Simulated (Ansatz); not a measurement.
GaN (F-43m): refractive index against wavelength

The refractive index of GaN (F-43m) below the direct gap (1.72 eV on the mesh) is read from one computed spectrum, n = √(Re ε).

Symmetry: F-43m, No. 216, cubic system. The conventional cell has a = 4.507 Å, b = 4.507 Å, c = 4.507 Å, α = 90.00°, β = 90.00°, γ = 90.00°. Around Ga on site a lie 4 N at 1.95 Å. N on site d has 4 Ga at 1.95 Å as nearest neighbours.

Method: Ansatz 0.2.0, PBE, independent particles, k-mesh 14×14×14 with interpolation inside its cells, Gaussian parameter 0.15 eV.

Launch of the response step: `ansatz run input.yaml --threads 4 --pin off --max-ram 8192MiB --backend cpu --events-out ev --progress --plain --runs-dir out`. The run took 8 s, on 4 threads of Arm Neoverse N1, with other jobs on the host.

| wavelength (nm) | photon energy E (eV) | n |
| --- | --- | --- |
| 3000 | 0.413 | 2.4750 |
| 2000 | 0.620 | 2.4832 |
| 1550 | 0.800 | ? |
| 1310 | 0.946 | 2.5048 |
| 1064 | 1.165 | 2.5277 |

In the single-oscillator model n² − 1 = E₀E_d/(E₀² − E²), so 1/(n² − 1) = E₀/E_d − E²/(E₀E_d) is linear in E².

Working, on the rows shown:

| x = E² (eV²) | y = 1/(n² − 1) |
| --- | --- |
| 0.170801 | 0.195098 |
| 0.384302 | 0.193563 |
| 0.895757 | 0.189609 |
| 1.35784 | 0.185554 |

Means: x̄ = 0.70218, ȳ = 0.19096. Σ(x − x̄)(y − ȳ) = -0.006832, Σ(x − x̄)² = 0.8508. Slope = -0.006832 / 0.8508 = -0.008031; intercept = ȳ − slope · x̄ = 0.19659. Turned back into n, the line misses the rows shown by at most 0.0012.

**Question.** Predict the last column of the withheld row from the fit.

**Answer.** At x = 0.63984 the line gives y = 0.19146, that is 2.4946. The run gave 2.4936, so the interpolation is off by 0.001, 1.9 % of the range in the table.

Refitted with all rows, the slope is -0.008042 and the intercept 0.19664. These give E₀ = √(intercept/−slope) = 4.94 eV and E_d = E₀/intercept = 25.1 eV; E₀ is 2.9 times the direct gap. The electronic limit at long wavelengths, without lattice vibrations, is n = √(1 + 1/intercept) = 2.467. Excitons are left out and so are local fields; PBE gaps are as a rule too small. Spin-orbit coupling is left out.
